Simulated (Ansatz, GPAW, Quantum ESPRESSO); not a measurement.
# Simulated XPS, UPS and emission spectra of TiTe2, part 10 of 10

Wanted: projected DOS of TiTe2, weighted into photoemission and X-ray emission spectra, at several levels of theory.

From the literature, measured:
- Band energy, bonding Te 5pxy band along Gamma-A, energy below the Fermi level (non-dispersive, spin-orbit split peak): 1.7 eV (angle-resolved photoemission at normal emission, photon energies 11.5-33 eV; cleaved single crystal; weak peak, vanishing in the middle of the final-state energy range; spin-orbit split, but a single approximate energy is given for the pair). “Three-dimensional band structure of layered TiTe2: Photoemission final-state effects”, 2006, arxiv:cond-mat/0604285.

Ansatz 0.2.0, Quantum ESPRESSO 7.5 and GPAW 26.7.0; DFT, PBE, plane-wave PAW, default files, scalar-relativistic (the session's first sound run).

So far. Step 6 (The same cell in Quantum ESPRESSO): The run ends at a pressure of 0.96 GPa, with forces up to 0.039 eV/Å. Step 9 (Quantum ESPRESSO: bands): Of the bands kept, 4 cross the Fermi level on this path.

**11. GPAW with atomic orbitals (continued)**

Level of this step: DFT, PBE, PAW datasets of GPAW, numerical atomic orbitals (LCAO), scalar-relativistic (GPAW).

Electronic bands along the path, in eV, zero at the Fermi level; # counts the bands kept:

| point | #5 | #6 | #7 | #8 | #9 | #10 | #11 | #12 |
| --- | --- | --- | --- | --- | --- | --- | --- | --- |
| Γ | -1.80 | 0.29 | 0.31 | 0.32 | 0.48 | 0.99 | 0.99 | 2.98 |
| halfway | -2.48 | -1.76 | -0.76 | -0.67 | 0.13 | 1.12 | 1.16 | 2.85 |
| M | -2.83 | -2.49 | -1.87 | -1.24 | -0.01 | 1.04 | 1.37 | 2.40 |
| halfway | -2.79 | -2.69 | -2.38 | -2.10 | 0.71 | 1.11 | 1.33 | 2.33 |
| K | -3.78 | -2.50 | -2.46 | -2.46 | 0.91 | 1.32 | 1.33 | 2.01 |
| halfway | -2.89 | -2.04 | -1.60 | -0.76 | 0.35 | 1.21 | 1.39 | 2.15 |
| Γ | -1.80 | 0.29 | 0.31 | 0.32 | 0.48 | 0.99 | 0.99 | 2.98 |
| halfway | -1.76 | -1.12 | 0.31 | 0.31 | 0.82 | 0.82 | 0.87 | 3.20 |
| A | -1.73 | -1.73 | 0.30 | 0.31 | 0.67 | 0.67 | 0.94 | 3.40 |
| halfway | -2.29 | -1.80 | -1.54 | -0.69 | 0.23 | 1.32 | 1.50 | 2.19 |
| L | -2.52 | -2.15 | -1.09 | -0.73 | -0.31 | 1.04 | 1.35 | 2.55 |
| halfway | -2.74 | -2.66 | -1.83 | -1.43 | 0.35 | 1.08 | 1.23 | 2.36 |
| H | -3.83 | -3.34 | -1.81 | -1.81 | 0.91 | 0.92 | 0.92 | 2.94 |
| halfway | -2.27 | -1.80 | -1.65 | -1.52 | 0.57 | 0.99 | 1.56 | 2.23 |
| A | -1.73 | -1.73 | 0.30 | 0.31 | 0.67 | 0.67 | 0.94 | 3.40 |
| jump to L | -2.52 | -2.15 | -1.09 | -0.73 | -0.31 | 1.04 | 1.35 | 2.55 |
| halfway | -2.69 | -2.04 | -1.78 | -0.96 | -0.11 | 1.04 | 1.36 | 2.78 |
| M | -2.83 | -2.49 | -1.87 | -1.24 | -0.01 | 1.04 | 1.37 | 2.40 |
| jump to H | -3.83 | -3.34 | -1.81 | -1.81 | 0.91 | 0.92 | 0.92 | 2.94 |
| halfway | -4.02 | -2.84 | -2.11 | -2.11 | 0.90 | 1.09 | 1.09 | 2.45 |
| K | -3.78 | -2.50 | -2.46 | -2.46 | 0.91 | 1.32 | 1.33 | 2.01 |

The DOS has structure finer than the step of the table below, so its rows give means over 0.5 eV, whole bins alone (the curve runs from -13.7 to 6.75 eV). Peaks (eV: height): -10.55: 5.27, -4.25: 3.31, -1.75: 4.87, 0.45: 3.44, 1.15: 8.38, 2.75: 3.40.

The DOS by E, zero at the Fermi level; means over each step:

| E (eV) | DOS (states/eV/cell) |
| --- | --- |
| -13.0 | 0 |
| -12.5 | 0.169 |
| -12.0 | 0.663 |
| -11.5 | 1.19 |
| -11.0 | 2.70 |
| -10.5 | 3.28 |
| -10.0 | 0.00370 |
| -9.5 | 0 |
| -9.0 | 0 |
| -8.5 | 0 |
| -8.0 | 0 |
| -7.5 | 0 |
| -7.0 | 0 |
| -6.5 | 0 |
| -6.0 | 0 |
| -5.5 | 0.0262 |
| -5.0 | 0.961 |
| -4.5 | 2.31 |
| -4.0 | 2.71 |
| -3.5 | 1.46 |
| -3.0 | 2.26 |
| -2.5 | 3.22 |
| -2.0 | 4.41 |
| -1.5 | 3.26 |
| -1.0 | 1.95 |
| -0.5 | 1.04 |
| 0.0 | 1.45 |
| 0.5 | 2.61 |
| 1.0 | 5.03 |
| 1.5 | 3.29 |
| 2.0 | 1.48 |
| 2.5 | 3.20 |
| 3.0 | 2.89 |
| 3.5 | 0.454 |
| 4.0 | 0.0329 |
| 4.5 | 0.370 |
| 5.0 | 0.993 |
| 5.5 | 1.32 |
| 6.0 | 1.56 |
| 6.5 | 1.89 |

**12. One cell, several programs**

Each program ran the same cell and functional with its own potentials and basis. Levels are from each run's zero of energy. The LCAO run uses a double-zeta polarised basis, which isn't converged: its levels can miss those of plane waves by tenths of an eV or more, filled ones included.

| quantity | Ansatz | QE | GPAW | GPAW LCAO |
| --- | --- | --- | --- | --- |

**13. Another try**

In this try the input is made faulty on purpose, to show what that does.

This step: DFT, PBE, plane-wave PAW, default files, scalar-relativistic; changed: hamiltonian.hubbard = {"sites": [{"species": "Te", "l": "f", "u_eff": 4.0}]}, scf.max_iter = 80 (Ansatz 0.2.0).

File input.yaml:

```yaml
crystal:
  lattice:
    - [3.777, 0.0, 0.0]
    - [-1.8885, 3.2709779501, 0.0]
    - [0.0, 0.0, 6.498]
  atoms:
    - { symbol: Te, position: [0.3333333333, 0.6666666667, 0.7372] }
    - { symbol: Te, position: [0.6666666667, 0.3333333333, 0.2628] }
    - { symbol: Ti, position: [0.0, 0.0, 0.0] }
kpoints:
  mp_grid: { grid: [12, 12, 4] }
scf:
  occupations: { method: fermi_dirac, width: 0.02 }
  n_extra_bands: 10
  max_iter: 80
hamiltonian:
  xc: pbe
  pseudopotentials: { kind: paw }
  hubbard: { sites: [{ species: Te, l: f, u_eff: 4.0 }] }
output:
  forces: true
  stress: true
  dos:
    projected: true
    de: 0.05
    e_range: [-30, 12]
    nscf_kmesh: { grid: [18, 18, 8] }
```

On the command line:

```bash
ansatz run input.yaml --threads 2 --pin off --max-ram 6144MiB --backend cpu --events-out ev --progress --plain --runs-dir out
```

Numbers of over 12 decimals in the logs are rounded to 6 here.

The log of the run:

```text
Error: inconsistent input (hamiltonian.hubbard.sites[].l, hamiltonian.hubbard.sites[].shell): the file of Te doesn't list 4f, and it can't be added: PBE doesn't bind the shell 4f of the free atom, whose level lies at +1.11 eV. Type an atom or ion with it (hamiltonian.pseudopotentials.projection_atoms), take another file or name another shell
```

Run time: 0.12 s. Hardware: 2 threads of Arm Neoverse V1, shared host; peak memory 0.087 GiB.

The input was rejected at the start.

The program's message: “Error: inconsistent input (hamiltonian.hubbard.sites[].l, hamiltonian.hubbard.sites[].shell): the file of Te doesn't list 4f, and it can't be added: PBE doesn't bind the shell 4f of the free atom, who …”

The change that led to it: hamiltonian.hubbard.

**14. Outcome**

- least gap on the mesh and the path: under 0.05 eV or none
- strongest listed peak within 13 eV of the zero, at 1486.7 eV: 10.4 eV binding, mostly Te 5s
- strongest listed peak within 13 eV of the zero, at 21.2 eV: 1.8 eV binding, mostly Ti 3d
- Ti 3d centre of the filled part: -2.48 eV (2.9 states an atom)
- PBE (20 s on 2 threads): no clear gap, highest Al Kα peak within 13 eV at 10.4 eV (Te 5s)
- spin–orbit (4.5 min on 2 threads): no clear gap, highest Al Kα peak within 13 eV at 10.6 eV (Te 5s)
- +U (23 s on 2 threads): no clear gap, highest Al Kα peak within 13 eV at 11.2 eV (Te 5s)
- PBEsol (20 s on 2 threads): no clear gap, highest Al Kα peak within 13 eV at 10.6 eV (Te 5s)
- qe: no clear gap, highest Al Kα peak within 13 eV at 10.6 eV (Te 5s)

TiTe2 is without a gap at the base level, and its valence spectrum changes with photon energy as the shells' cross sections do. At 21.2 eV the valence spectrum has its highest listed peaks within 10.8 eV at 1.8 eV (Ti 3d) and 4.2 eV (Te 5p). At 1486.7 eV the valence spectrum has its highest listed peaks within 13 eV at 1.8 eV (Te 5p), 2.5 eV (Te 5p), 4.2 eV (Te 5p) and 10.4 eV (Te 5s). The shell named is the one with most of the intensity, cross sections included, not always the one with most states there. In the main run, from 1486.7 eV towards hard X-rays the Te 5s share grows by 15 points, as its cross section falls more slowly with photon energy than those of the shells it gains on. No difference from the measured values is worked out, since they weren't matched one to one with these outputs. At 21.2 eV the area is led by Te 5p (61 %), at 8047.8 eV by Te 5s (50 %), since cross sections fall faster with photon energy for shells of higher angular momentum. Kohn–Sham levels aren't quasiparticle energies, so peak positions are approximate. Each run has its own recipe for the spectra (widths, photon energies, in some runs the light), so peak heights and places can differ between runs for that reason too.

[Logs are printed without paths, hosts, clocks, repeated set-up lines and the standing remarks that a program may print on its own settings, such as how far it seeks lower states.]

[Hosts, paths, dates, database ids (printed as entryN), source tags and the programs' standing remarks are cut or masked in the printed files.]

[Maps of the electrostatic potential energy from Ansatz leave out the sawtooth potential of an applied field or a dipole correction, so their vacuum need not be flat; work functions include it.]

[Peak lists hold at most the 14 tallest peaks of each spectrum; further lines can be left out.]
